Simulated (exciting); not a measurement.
Consider In2O3, space group R-3c.

```
In O
1.0
     2.74350    1.58396    4.83667
    -2.74350    1.58396    4.83667
     0.00000   -3.16792    4.83667
In O
4 6
Direct
  0.85731 0.85731 0.85731
  0.64269 0.64269 0.64269
  0.14269 0.14269 0.14269
  0.35731 0.35731 0.35731
  0.04800 0.75000 0.45200
  0.75000 0.45200 0.04800
  0.45200 0.04800 0.75000
  0.95200 0.25000 0.54800
  0.25000 0.54800 0.95200
  0.54800 0.95200 0.25000
```

Absorber: atom 1, with 3 O at 2.12 Å and 3 O at 2.26 Å (distorted octahedral, site symmetry 3). Method: exciting, all-electron LAPW+lo, LDA, exchange and screened direct term (singlet BSE), 2×2×2 shifted k points, 42 conduction bands, |G+q| up to 3 bohr⁻¹ (2 in the exchange term), full RPA screening with nempty = 76, Lorentzian half width 1.32 eV.

**Question.** Predict the In L₃ near-edge structure at this level.

Bound core exciton? Undecided on this mesh: the first bright state (over 5 % of the brightest) lies at 0.40 eV from the Kohn–Sham onset and at -0.87 eV from the lowest bare transition of its own mesh. Maxima (height): 11.7 eV (1.00) and 19.4 eV (0.96).

Energy from the Kohn–Sham onset, core level to the lowest empty state found on the meshes used; Im ε in relative units:

```
E (eV)  Im ε
  -6.5  0.03
  -6.0  0.03
  -5.5  0.03
  -5.0  0.03
  -4.5  0.04
  -4.0  0.04
  -3.5  0.05
  -3.0  0.05
  -2.5  0.06
  -2.0  0.07
  -1.5  0.09
  -1.0  0.11
  -0.5  0.14
   0.0  0.18
   0.5  0.22
   1.0  0.26
   1.5  0.28
   2.0  0.29
   2.5  0.29
   3.0  0.30
   3.5  0.31
   4.0  0.33
   4.5  0.35
   5.0  0.38
   5.5  0.41
   6.0  0.45
   6.5  0.50
   7.0  0.55
   7.5  0.60
   8.0  0.65
   8.5  0.69
   9.0  0.73
   9.5  0.78
  10.0  0.85
  10.5  0.92
  11.0  0.97
  11.5  1.00
  12.0  0.99
  12.5  0.94
  13.0  0.88
  13.5  0.83
  14.0  0.78
  14.5  0.76
  15.0  0.74
  15.5  0.74
  16.0  0.76
  16.5  0.81
  17.0  0.87
  17.5  0.92
  18.0  0.94
  18.5  0.94
  19.0  0.95
  19.5  0.96
  20.0  0.94
  20.5  0.92
  21.0  0.89
  21.5  0.86
```

Binding energies aren't converged on 8 k points, and fine structure above the first lines is partly noise of the mesh. The kernel cutoff is low for a compact core orbital, so the effect of exchange is a lower bound. The zero comes from the unshifted 3×3×3 ground-state mesh; it is exact only where the band minimum lies on that mesh. The conduction states carry no spin here, so the exchange coupling to the spinor core hole is only partly held. This core level is treated alone, with no coupling to its spin–orbit partner. The Kohn–Sham onset, 3654 eV, is no photon energy (tabulated edge of the element: 3730 eV): the scale needs a rigid shift. Bands and screening come from semilocal DFT, whose small gap overscreens. Vibrations and energy-dependent lifetimes are left out. The structure is a published determination, not relaxed.

[Banner, clock and machine lines of the logs are left out without a mark of their own.]

[Logs are printed without paths, hosts, clocks, repeated set-up lines and the standing remarks that a program may print on its own settings, such as how far it seeks lower states.]

[Hosts, paths, dates, database ids (printed as entryN), source tags and the programs' standing remarks are cut or masked in the printed files.]
